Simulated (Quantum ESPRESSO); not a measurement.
## Collinear magnetic orders of CrSBr with Quantum ESPRESSO: run 2, typed as antiferro +−

Quantum ESPRESSO 7.5; LDA with U = 3.5 eV on Cr d (ortho-atomic projectors); plane waves with GBRV 1.5 LDA potentials, no spin-orbit coupling.

pw.in reads:

```
&CONTROL
  calculation = 'scf'
  prefix = 'pwscf'
  outdir = './tmp'
  pseudo_dir = './pseudo'
  disk_io = 'nowf'
/
&SYSTEM
  ibrav = 0
  celldm(1) = 8
  nat = 6
  ntyp = 4
  ecutwfc = 40
  ecutrho = 280
  nbnd = 37
  occupations = 'smearing'
  smearing = 'fd'
  degauss = 0.00367493
  nspin = 2
  starting_magnetization(1) = 0.2143
  starting_magnetization(2) = -0.2143
  starting_magnetization(3) = 0
  starting_magnetization(4) = 0
/
&ELECTRONS
  conv_thr = 1.2d-08
  electron_maxstep = 150
  mixing_beta = 0.3
/
ATOMIC_SPECIES
Cr1    51.9961 cr_lda_v1.5.uspp.F.UPF
Cr2    51.9961 cr_lda_v1.5.uspp.F.UPF
S      32.0600 s_lda_v1.4.uspp.F.UPF
Br     79.9040 br_lda_v1.4.uspp.F.UPF
CELL_PARAMETERS alat
   0.8363115576062    0.0000000000000    0.0000000000000
   0.0000000000000    1.1233174237334    0.0000000000000
   0.0000000000000    0.0000000000000    1.9828051400013
ATOMIC_POSITIONS crystal
Cr1     0.5000000000    0.0000000000    0.8787434000
Cr2     0.0000000000    0.5000000000    0.1212566000
S       0.5000000000    0.5000000000    0.9295014300
S       0.0000000000    0.0000000000    0.0704985700
Br      0.0000000000    0.0000000000    0.6659578600
Br      0.5000000000    0.5000000000    0.3340421400
K_POINTS automatic
6 6 6 0 0 0
HUBBARD {ortho-atomic}
U Cr1-3d 3.5000
U Cr2-3d 3.5000
```

On the command line:

```console
> OMP_NUM_THREADS=1 mpirun -n 4 pw.x -nk 4 -in pw.in > pw.out
```

Q: Predict the spin moment in the atom's sphere.

Opposed moments of equal size cancel, so the cell has no net moment. Symmetry leaves 3 kinds of site among the 6 atoms, and equivalent atoms carry values of equal size.

Spin moment in the atom's sphere by atom:

```
atom  spin moment in the atom's sphere (μB)
 Cr1                                   2.89
 Cr2                                  -2.89
  S3                                   0.04
  S4                                  -0.04
 Br5                                  -0.04
 Br6                                   0.04
```

This step gave:

- magnetization: 0 μB
- absolute magnetization: 7.034 μB
- final state: antiferromagnetic

[Logs and program files are shortened in this print: banners, set-up blocks, solver, clock and traceback lines can be left out without a mark of their own.]

[Logs are printed without paths, hosts, clocks, repeated set-up lines and the standing remarks that a program may print on its own settings, such as how far it seeks lower states.]

[Hosts, paths, dates, database ids (printed as entryN), source tags and the programs' standing remarks are cut or masked in the printed files.]

[Where a cell is said to come from a database of computed structures, the database is the Materials Project.]
